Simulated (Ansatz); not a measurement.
# N on Mo(100): change of the work function, part 2 of 5

How does N on the hollow site change the work function of Mo(100) as the layer fills?

Ansatz 0.2.0; plane-wave DFT, PBEsol, Ansatz PAW (the session's first sound run).

So far, work function, upper face (eV): step 2 (the clean slab) 4.00.

### 3. The covered slab, k-mesh 4×4×1, coverage 0.111 ML

System of this step: Mo45N (N/Mo(100)). The cell holds 46 atoms: 45 Mo and 1 N. Its edges and angles: a = 9.450 Å, b = 9.450 Å, c = 24.553 Å, α = 90.0°, β = 90.0°, γ = 90.0°. Vacuum lies along c.

The clean slab as it ended is repeated in the plane and the adsorbate is set on one face; the cell's size fixes the coverage, and the k-mesh shrinks with it to keep the sampling density about even. Adsorbate and upper layers relax, since the dipole depends on the height.

Contents of input.yaml:

```yaml
crystal:
  lattice:
    - [9.45, 0.0, 0.0]
    - [0.0, 9.45, 0.0]
    - [0.0, 0.0, 24.5534437742]
  atoms:
    - { symbol: Mo, position: [0.0, 0.0, 0.3665473602] }
    - { symbol: Mo, position: [0.1666666667, 0.1666666667, 0.4306931483] }
    - { symbol: Mo, position: [0.0, 0.0, 0.4921301245] }
    - { symbol: Mo, position: [0.1666666667, 0.1666666667, 0.5582348982] }
    - { symbol: Mo, position: [0.0, 0.0, 0.6130888975] }
    - { symbol: Mo, position: [0.0, 0.3333333333, 0.3665473602] }
    - { symbol: Mo, position: [0.1666666667, 0.5, 0.4306931483] }
    - { symbol: Mo, position: [0.0, 0.3333333333, 0.4921301245] }
    - { symbol: Mo, position: [0.1666666667, 0.5, 0.5582348982] }
    - { symbol: Mo, position: [0.0, 0.3333333333, 0.6130888975] }
    - { symbol: Mo, position: [0.0, 0.6666666667, 0.3665473602] }
    - { symbol: Mo, position: [0.1666666667, 0.8333333333, 0.4306931483] }
    - { symbol: Mo, position: [0.0, 0.6666666667, 0.4921301245] }
    - { symbol: Mo, position: [0.1666666667, 0.8333333333, 0.5582348982] }
    - { symbol: Mo, position: [0.0, 0.6666666667, 0.6130888975] }
    - { symbol: Mo, position: [0.3333333333, 0.0, 0.3665473602] }
    - { symbol: Mo, position: [0.5, 0.1666666667, 0.4306931483] }
    - { symbol: Mo, position: [0.3333333333, 0.0, 0.4921301245] }
    - { symbol: Mo, position: [0.5, 0.1666666667, 0.5582348982] }
    - { symbol: Mo, position: [0.3333333333, 0.0, 0.6130888975] }
    - { symbol: Mo, position: [0.3333333333, 0.3333333333, 0.3665473602] }
    - { symbol: Mo, position: [0.5, 0.5, 0.4306931483] }
    - { symbol: Mo, position: [0.3333333333, 0.3333333333, 0.4921301245] }
    - { symbol: Mo, position: [0.5, 0.5, 0.5582348982] }
    - { symbol: Mo, position: [0.3333333333, 0.3333333333, 0.6130888975] }
    - { symbol: Mo, position: [0.3333333333, 0.6666666667, 0.3665473602] }
    - { symbol: Mo, position: [0.5, 0.8333333333, 0.4306931483] }
    - { symbol: Mo, position: [0.3333333333, 0.6666666667, 0.4921301245] }
    - { symbol: Mo, position: [0.5, 0.8333333333, 0.5582348982] }
    - { symbol: Mo, position: [0.3333333333, 0.6666666667, 0.6130888975] }
    - { symbol: Mo, position: [0.6666666667, 0.0, 0.3665473602] }
    - { symbol: Mo, position: [0.8333333333, 0.1666666667, 0.4306931483] }
    - { symbol: Mo, position: [0.6666666667, 0.0, 0.4921301245] }
    - { symbol: Mo, position: [0.8333333333, 0.1666666667, 0.5582348982] }
    - { symbol: Mo, position: [0.6666666667, 0.0, 0.6130888975] }
    - { symbol: Mo, position: [0.6666666667, 0.3333333333, 0.3665473602] }
    - { symbol: Mo, position: [0.8333333333, 0.5, 0.4306931483] }
    - { symbol: Mo, position: [0.6666666667, 0.3333333333, 0.4921301245] }
    - { symbol: Mo, position: [0.8333333333, 0.5, 0.5582348982] }
    - { symbol: Mo, position: [0.6666666667, 0.3333333333, 0.6130888975] }
    - { symbol: Mo, position: [0.6666666667, 0.6666666667, 0.3665473602] }
    - { symbol: Mo, position: [0.8333333333, 0.8333333333, 0.4306931483] }
    - { symbol: Mo, position: [0.6666666667, 0.6666666667, 0.4921301245] }
    - { symbol: Mo, position: [0.8333333333, 0.8333333333, 0.5582348982] }
    - { symbol: Mo, position: [0.6666666667, 0.6666666667, 0.6130888975] }
    - { symbol: "N", position: [0.1666666667, 0.1666666667, 0.6334526398] }
kpoints:
  mp_grid: { grid: [4, 4, 1] }
hamiltonian:
  xc: pbesol
scf:
  occupations: { method: fermi_dirac, width: 0.1 }
  convergence: { dr2_threshold: 1.0e-08 }
efield:
  axis: 3
  dipole_correction: true
  ramp_position: 0.97
  ramp_width: 0.06
relax:
  f_tol: 0.02
  max_steps: 60
  constraints:
    - { sites: [0, 1, 5, 6, 10, 11, 15, 16, 20, 21, 25, 26, 30, 31, 35, 36, 40, 41] }
output:
  bader: true
  write_potential: true
  write_density: true
  volumetric_format: npy
```

Launch:

```console
$ ansatz run input.yaml --threads 4 --pin off --max-ram 12288MiB --backend cpu --events-out ev --progress --plain --runs-dir out
```

Numbers of over 12 decimals in the logs are rounded to 6 here.

The program printed:

```text
[...]
Crystal: 46 atoms, lattice volume = 2192.684 Å³
Basis set: ecut = 420 eV, 42763 PW (Γ), exchange–correlation on 128×128×360 points (8 copies of the dense FFT grid, shifted against one another)
Bands: 381, of which v1, the nominal top of the filled ones, is band 318 counted from 1 (317 counted from 0)
Symmetry: 8 space group operations
[...]
k-points: 6 of 16
[...]
SCF iter   1: F=—  HF=-220725.342314 eV  |F-HF|=—  |Δ(HF+E_count)|=         —  Δρ=8.32e-3  dr2=5.15e0  ethr=1.77e-3  p=0.032 e·Å  D=2.65e-3 V/Å  ΔV_dip=-0.07 eV  dr2_dipole=4.16e-2  V_vac-E_F(+/−)=4.03/4.10 eV  ⟨swp⟩=11.0  Hψ=11997  notcnv=0
[...]
SCF iter  12: F=-220724.993079 eV  HF=-220724.993079 eV  |F-HF|=1.69e-9  |Δ(HF+E_count)|=   6.29e-9  Δρ=1.61e-7  dr2=1.61e-9  ethr=1.57e-12  p=0.046 e·Å  D=3.80e-3 V/Å  ΔV_dip=-0.09 eV  dr2_dipole=6.23e-11  V_vac-E_F(+/−)=4.00/4.10 eV  ⟨swp⟩=10.0  Hψ=15022  notcnv=0
SCF 1 converged in 12 iterations: F = -220724.993079 eV  dr2 = 1.61e-9
[...]
relax step   1: F+E_penalty+E_count = -220724.99307852 eV  Δ(F+E_penalty+E_count) = +0.000e0 eV  max|allowed force component| = 5.280e0 eV/Å  Δτ_max = 0.0000 Å  (12 SCF iters, accepted)
[...]
SCF iter  11: F=-220725.576126 eV  HF=-220725.576126 eV  |F-HF|=2.36e-9  |Δ(HF+E_count)|=   1.20e-8  Δρ=3.10e-7  dr2=5.90e-9  ethr=1.57e-12  p=0.067 e·Å  D=5.52e-3 V/Å  ΔV_dip=-0.14 eV  dr2_dipole=1.02e-10  V_vac-E_F(+/−)=3.96/4.09 eV  ⟨swp⟩=10.5  Hψ=15864  notcnv=0
SCF 2 converged in 11 iterations: F = -220725.576126 eV  dr2 = 5.90e-9
[...]
relax step   2: F+E_penalty+E_count = -220725.57612594 eV  Δ(F+E_penalty+E_count) = -5.830e-1 eV  max|allowed force component| = 1.772e0 eV/Å  Δτ_max = 0.1669 Å  (11 SCF iters, accepted)
SCF iter   1: F=—  HF=-220726.064859 eV  |F-HF|=—  |Δ(HF+E_count)|=         —  Δρ=5.67e-3  dr2=2.94e0  ethr=1.28e-3  p=0.067 e·Å  D=5.52e-3 V/Å  ΔV_dip=-0.14 eV  dr2_dipole=6.85e-1  V_vac-E_F(+/−)=3.95/4.09 eV  ⟨swp⟩=4.0  Hψ=4443  notcnv=0
[...]
SCF iter  11: F=-220725.931475 eV  HF=-220725.931475 eV  |F-HF|=3.67e-9  |Δ(HF+E_count)|=   1.04e-8  Δρ=2.44e-7  dr2=5.32e-9  ethr=1.57e-12  p=0.054 e·Å  D=4.49e-3 V/Å  ΔV_dip=-0.11 eV  dr2_dipole=6.35e-10  V_vac-E_F(+/−)=3.98/4.09 eV  ⟨swp⟩=10.0  Hψ=15786  notcnv=0
SCF 3 converged in 11 iterations: F = -220725.931475 eV  dr2 = 5.32e-9
[...]
relax step   3: F+E_penalty+E_count = -220725.93147497 eV  Δ(F+E_penalty+E_count) = -3.553e-1 eV  max|allowed force component| = 6.692e-1 eV/Å  Δτ_max = 0.1050 Å  (11 SCF iters, accepted)
[...]
relax step   4: F+E_penalty+E_count = -220726.03586800 eV  Δ(F+E_penalty+E_count) = -1.044e-1 eV  max|allowed force component| = 4.707e-1 eV/Å  Δτ_max = 0.1008 Å  (9 SCF iters, accepted)
[...]
relax step   5: F+E_penalty+E_count = -220726.05734333 eV  Δ(F+E_penalty+E_count) = -2.148e-2 eV  max|allowed force component| = 1.920e-1 eV/Å  Δτ_max = 0.0395 Å  (10 SCF iters, accepted)
[...]
relax step   6: F+E_penalty+E_count = -220726.06143872 eV  Δ(F+E_penalty+E_count) = -4.095e-3 eV  max|allowed force component| = 1.063e-1 eV/Å  Δτ_max = 0.0338 Å  (9 SCF iters, accepted)
[...]
relax step   7: F+E_penalty+E_count = -220726.04313645 eV  Δ(F+E_penalty+E_count) = +1.830e-2 eV  max|allowed force component| = 2.571e-1 eV/Å  Δτ_max = 0.0423 Å  (9 SCF iters, rejected (line search))
SCF iter   1: F=—  HF=-220726.067417 eV  |F-HF|=—  |Δ(HF+E_count)|=         —  Δρ=1.31e-3  dr2=5.79e-2  ethr=1.21e-4  p=0.049 e·Å  D=4.04e-3 V/Å  ΔV_dip=-0.10 eV  dr2_dipole=1.48e-3  V_vac-E_F(+/−)=3.99/4.09 eV  ⟨swp⟩=2.2  Hψ=3882  notcnv=0
[...]
SCF iter   9: F=-220726.063045 eV  HF=-220726.063045 eV  |F-HF|=9.20e-9  |Δ(HF+E_count)|=   4.13e-8  Δρ=3.12e-7  dr2=4.53e-9  ethr=1.57e-12  p=0.046 e·Å  D=3.83e-3 V/Å  ΔV_dip=-0.09 eV  dr2_dipole=8.46e-11  V_vac-E_F(+/−)=3.99/4.09 eV  ⟨swp⟩=11.0  Hψ=16343  notcnv=0
SCF 8 converged in 9 iterations: F = -220726.063045 eV  dr2 = 4.53e-9
relax step   8: F+E_penalty+E_count = -220726.06304510 eV  Δ(F+E_penalty+E_count) = -1.606e-3 eV  max|allowed force component| = 1.397e-2 eV/Å  Δτ_max = 0.0067 Å  (9 SCF iters, accepted)
NSCF: frozen V_eff on 6 k-points
[...]
SCF converged after 9 iterations
Free energy (F): -220726.063045 eV
[...]
Internal energy: -220724.301285 eV  (E = F + TS)
E sigma→0 (E₀):  -220725.182165 eV
Entropy (-TS):   -1.761760 eV (-38.299 meV/atom)
Fermi energy:    4.082412 eV
Dipole field:    D = 0.003829 V/Å  (p = 0.046397 e·Å, saw-weighted, corrected)
Work function:   Φ+ = 3.9947 eV   Φ− = 4.0887 eV
[...]
--- Forces (eV/Å), atoms counted from 1 ---
  atom   1  Mo     0.01311887     0.01311887     1.40921523
  atom   2  Mo    -0.00000000     0.00000000    -1.64564974
  atom   3  Mo     0.00432852     0.00432852    -0.00738187
  atom   4  Mo     0.00000000     0.00000000    -0.00075692
  atom   5  Mo     0.00081700     0.00081700     0.00187917
  atom   6  Mo     0.01311887    -0.01311887     1.40921523
  atom   7  Mo     0.00000000     0.08441057    -1.31201290
  atom   8  Mo     0.00432852    -0.00432852    -0.00738187
  atom   9  Mo     0.00000000     0.00161361    -0.00214277
  atom  10  Mo     0.00081700    -0.00081700     0.00187917
  atom  11  Mo     0.05869424     0.00000000     1.37541140
  atom  12  Mo     0.00000000    -0.08441057    -1.31201290
  atom  13  Mo     0.00214989     0.00000000     0.00003741
  atom  14  Mo     0.00000000    -0.00161361    -0.00214277
  atom  15  Mo    -0.00121566     0.00000000    -0.00297179
  atom  16  Mo    -0.01311887     0.01311887     1.40921523
  atom  17  Mo     0.08441057     0.00000000    -1.31201290
  atom  18  Mo    -0.00432852     0.00432852    -0.00738187
  atom  19  Mo     0.00161361     0.00000000    -0.00214277
  atom  20  Mo    -0.00081700     0.00081700     0.00187917
  atom  21  Mo    -0.01311887    -0.01311887     1.40921523
  atom  22  Mo     0.03325472     0.03325472    -1.39282384
  atom  23  Mo    -0.00432852    -0.00432852    -0.00738187
  atom  24  Mo    -0.00137473    -0.00137473     0.00228697
  atom  25  Mo    -0.00081700    -0.00081700     0.00187917
  atom  26  Mo    -0.05869424     0.00000000     1.37541140
  atom  27  Mo     0.03325472    -0.03325472    -1.39282384
  atom  28  Mo    -0.00214989     0.00000000     0.00003741
  atom  29  Mo    -0.00137473     0.00137473     0.00228697
  atom  30  Mo     0.00121566     0.00000000    -0.00297179
  atom  31  Mo     0.00000000     0.05869424     1.37541140
  atom  32  Mo    -0.08441057     0.00000000    -1.31201290
  atom  33  Mo     0.00000000     0.00214989     0.00003741
  atom  34  Mo    -0.00161361     0.00000000    -0.00214277
  atom  35  Mo     0.00000000    -0.00121566    -0.00297179
  atom  36  Mo     0.00000000    -0.05869424     1.37541140
  atom  37  Mo    -0.03325472     0.03325472    -1.39282384
  atom  38  Mo     0.00000000    -0.00214989     0.00003741
  atom  39  Mo     0.00137473    -0.00137473     0.00228697
  atom  40  Mo     0.00000000     0.00121566    -0.00297179
  atom  41  Mo    -0.00000000     0.00000000     1.35828458
  atom  42  Mo    -0.03325472    -0.03325472    -1.39282384
  atom  43  Mo     0.00000000     0.00000000     0.01397396
  atom  44  Mo     0.00137473     0.00137473     0.00228697
  atom  45  Mo     0.00000000     0.00000000    -0.01117153
  atom  46  N     -0.00000000     0.00000000    -0.00065250
  max |Σ_I F_I| component: 1.59e-5 eV/Å
--- Band table (eV; the first three rows and the last of 6) ---
  k-point 0: bands = [... 314 lower, 4.0364, 4.0364, 4.1026, 4.1620, 4.1741, 4.2174, 4.2174, 4.2380, ... 59 higher]
  k-point 1: bands = [... 314 lower, 3.9752, 3.9956, 4.0848, 4.0963, 4.1514, 4.1635, 4.1797, 4.2041, ... 59 higher]
  k-point 2: bands = [... 314 lower, 3.9946, 3.9990, 4.0019, 4.0554, 4.1424, 4.1690, 4.2046, 4.2280, ... 59 higher]
  k-point 5: bands = [... 314 lower, 3.9797, 4.0366, 4.0468, 4.0915, 4.1568, 4.2039, 4.2039, 4.2145, ... 59 higher]
--- Relaxed structure (8 steps of the walk, 7 accepted, 0 SCFs on fresh bases) ---
  F+E_penalty+E_count = -220726.06304510 eV   max|allowed force component| = 1.397e-2 eV/Å
  atoms:
    - { symbol: Mo, position: [1.6666659598323747e-11, 1.6666659598323747e-11, 0.366547] }
    - { symbol: Mo, position: [0.166667, 0.166667, 0.430693] }
    - { symbol: Mo, position: [-0.00203034, -0.00203034, 0.492543] }
    - { symbol: Mo, position: [0.166667, 0.166667, 0.551619] }
    - { symbol: Mo, position: [0.012509, 0.012509, 0.615944] }
    - { symbol: Mo, position: [1.6666659598323747e-11, 0.333333, 0.366547] }
    - { symbol: Mo, position: [0.166667, 0.500000, 0.430693] }
    - { symbol: Mo, position: [-0.00203034, 0.335364, 0.492543] }
    - { symbol: Mo, position: [0.166667, 0.501735, 0.559101] }
    - { symbol: Mo, position: [0.012509, 0.320825, 0.615944] }
    - { symbol: Mo, position: [1.6666659598323747e-11, 0.666667, 0.366547] }
    - { symbol: Mo, position: [0.166667, 0.833333, 0.430693] }
    - { symbol: Mo, position: [0.000385358, 0.666667, 0.492113] }
    - { symbol: Mo, position: [0.166667, 0.831598, 0.559101] }
    - { symbol: Mo, position: [-0.00769791, 0.666667, 0.613756] }
    - { symbol: Mo, position: [0.333333, 1.6666659598323747e-11, 0.366547] }
    - { symbol: Mo, position: [0.500000, 0.166667, 0.430693] }
    - { symbol: Mo, position: [0.335364, -0.00203034, 0.492543] }
    - { symbol: Mo, position: [0.501735, 0.166667, 0.559101] }
    - { symbol: Mo, position: [0.320825, 0.012509, 0.615944] }
    - { symbol: Mo, position: [0.333333, 0.333333, 0.366547] }
    - { symbol: Mo, position: [0.500000, 0.500000, 0.430693] }
    - { symbol: Mo, position: [0.335364, 0.335364, 0.492543] }
    - { symbol: Mo, position: [0.499717, 0.499717, 0.558354] }
    - { symbol: Mo, position: [0.320825, 0.320825, 0.615944] }
    - { symbol: Mo, position: [0.333333, 0.666667, 0.366547] }
    - { symbol: Mo, position: [0.500000, 0.833333, 0.430693] }
    - { symbol: Mo, position: [0.332948, 0.666667, 0.492113] }
    - { symbol: Mo, position: [0.499717, 0.833617, 0.558354] }
    - { symbol: Mo, position: [0.341031, 0.666667, 0.613756] }
    - { symbol: Mo, position: [0.666667, 1.6666659598323747e-11, 0.366547] }
    - { symbol: Mo, position: [0.833333, 0.166667, 0.430693] }
    - { symbol: Mo, position: [0.666667, 0.000385358, 0.492113] }
    - { symbol: Mo, position: [0.831598, 0.166667, 0.559101] }
    - { symbol: Mo, position: [0.666667, -0.00769791, 0.613756] }
    - { symbol: Mo, position: [0.666667, 0.333333, 0.366547] }
    - { symbol: Mo, position: [0.833333, 0.500000, 0.430693] }
    - { symbol: Mo, position: [0.666667, 0.332948, 0.492113] }
    - { symbol: Mo, position: [0.833617, 0.499717, 0.558354] }
    - { symbol: Mo, position: [0.666667, 0.341031, 0.613756] }
    - { symbol: Mo, position: [0.666667, 0.666667, 0.366547] }
    - { symbol: Mo, position: [0.833333, 0.833333, 0.430693] }
    - { symbol: Mo, position: [0.666667, 0.666667, 0.492321] }
    - { symbol: Mo, position: [0.833617, 0.833617, 0.558354] }
    - { symbol: Mo, position: [0.666667, 0.666667, 0.613740] }
    - { symbol: N, position: [0.166667, 0.166667, 0.638185] }
--- Bader charges: 46 sites ---
  site symbol  charge [e]  shift [e]
     0     Mo     -0.0688     0.0000
     1     Mo      0.0566     0.0000
     2     Mo      0.0557     0.0000
     3     Mo      0.2936     0.0000
     4     Mo      0.2330     0.0001
     5     Mo     -0.0688     0.0000
     6     Mo      0.0377     0.0000
     7     Mo      0.0557     0.0000
     8     Mo      0.0616     0.0001
     9     Mo      0.2330     0.0001
    10     Mo     -0.0651     0.0000
    11     Mo      0.0377     0.0000
    12     Mo      0.0790     0.0000
    13     Mo      0.0616     0.0001
    14     Mo     -0.1133     0.0001
    15     Mo     -0.0688     0.0000
    16     Mo      0.0377     0.0000
    17     Mo      0.0557     0.0000
    18     Mo      0.0616     0.0001
    19     Mo      0.2330     0.0001
    20     Mo     -0.0688     0.0000
    21     Mo      0.0398     0.0000
    22     Mo      0.0557     0.0000
    23     Mo      0.0102     0.0000
    24     Mo      0.2330     0.0001
    25     Mo     -0.0651     0.0000
    26     Mo      0.0398     0.0000
    27     Mo      0.0790     0.0000
    28     Mo      0.0102     0.0000
    29     Mo     -0.1133     0.0001
    30     Mo     -0.0651     0.0000
    31     Mo      0.0377     0.0000
    32     Mo      0.0790     0.0000
    33     Mo      0.0616     0.0001
    34     Mo     -0.1133     0.0001
    35     Mo     -0.0651     0.0000
    36     Mo      0.0399     0.0000
    37     Mo      0.0790     0.0000
    38     Mo      0.0102     0.0000
    39     Mo     -0.1133     0.0001
    40     Mo     -0.0706     0.0000
    41     Mo      0.0398     0.0000
    42     Mo      0.0640     0.0000
    43     Mo      0.0102     0.0000
    44     Mo     -0.0771     0.0000
    45      N     -1.3460     0.0002
  estimated error of the sums over rays = 8.8e-4 e
```

Run time: 32 min. Hardware: 4 threads of Arm Neoverse V2, shared host; peak memory 8.5 GiB; 2.1 h of CPU time.

This run has no spin polarisation although its electron count is odd.

Relaxation path:

| step | energy less that of the first step (eV) | largest force component (eV/Å) |
| --- | --- | --- |
| 1 | 0.0000 | 5.2798 |
| 2 | -0.5830 | 1.7716 |
| 3 | -0.9384 | 0.6692 |
| 4 | -1.0428 | 0.4707 |
| 5 | -1.0643 | 0.1920 |
| 6 | -1.0684 | 0.1063 |
| 7 | -1.0501 | 0.2571 |
| 8 | -1.0700 | 0.0140 |

Relaxation step 7 was tried and not accepted.

The run keeps the 8 symmetry operations that it works with, so distortions that break them were not tested.

The atoms that moved most (Å):

| atom | dx | dy | dz | length |
| --- | --- | --- | --- | --- |
| Mo25 | -0.118 | -0.118 | 0.070 | 0.181 |
| Mo10 | 0.118 | -0.118 | 0.070 | 0.181 |
| Mo20 | -0.118 | 0.118 | 0.070 | 0.181 |
| Mo5 | 0.118 | 0.118 | 0.070 | 0.181 |
| Mo4 | 0.000 | 0.000 | -0.162 | 0.162 |
| N46 | 0.000 | 0.000 | 0.116 | 0.116 |
| Mo15 | -0.073 | 0.000 | 0.016 | 0.075 |
| Mo35 | 0.000 | -0.073 | 0.016 | 0.075 |

Numbers from this step:

- energy at zero smearing: -220725.1822 eV
- work function, upper face: 3.995 eV
- work function, lower face: 4.089 eV
- dipole along the normal: 0.04640 e·Å
- step between the vacuum levels: -0.09401 eV

Running mean over 1.575 Å of the planar mean; the ramp of the sawtooth is left out. Table of electron's electrostatic potential energy less the Fermi level by z:

| z (Å) | electron's electrostatic potential energy less the Fermi level (eV) |
| --- | --- |
| 3.5 | 4.09 |
| 4.0 | 4.09 |
| 4.5 | 4.09 |
| 5.0 | 4.08 |
| 5.5 | 4.06 |
| 6.0 | 4.01 |
| 6.5 | 3.84 |
| 7.0 | 3.36 |
| 7.5 | 1.84 |
| 8.0 | -2.44 |
| 8.5 | -8.10 |
| 9.0 | -11.5 |
| 9.5 | -12.3 |
| 10.0 | -12.5 |
| 10.5 | -12.8 |
| 11.0 | -13.3 |
| 11.5 | -13.4 |
| 12.0 | -13.0 |
| 12.5 | -12.6 |
| 13.0 | -12.4 |
| 13.5 | -12.9 |
| 14.0 | -14.1 |
| 14.5 | -14.5 |
| 15.0 | -13.3 |
| 15.5 | -9.70 |
| 16.0 | -3.95 |
| 16.5 | 1.06 |
| 17.0 | 3.14 |
| 17.5 | 3.73 |
| 18.0 | 3.91 |
| 18.5 | 3.97 |
| 19.0 | 3.99 |
| 19.5 | 3.99 |
| 20.0 | 3.99 |
| 20.5 | 3.99 |
| 21.0 | 3.99 |
| 21.5 | 3.99 |

The relaxation took 8 steps and lowered the energy by 1.1 eV; the largest force on the free atoms ends at 0.014 eV/Å.

The covered face has 3.99 eV, -0.01 eV against the clean one; the bare back face has moved by -0.01 eV, a measure of how thin the slab is.

(Part 2 of 5 ends here.)

[Logs are printed without paths, hosts, clocks, repeated set-up lines and the standing remarks that a program may print on its own settings, such as how far it seeks lower states.]

[Hosts, paths, dates, database ids (printed as entryN), source tags and the programs' standing remarks are cut or masked in the printed files.]

[Maps of the electrostatic potential energy from Ansatz leave out the sawtooth potential of an applied field or a dipole correction, so their vacuum need not be flat; planar profiles and work functions include it.]
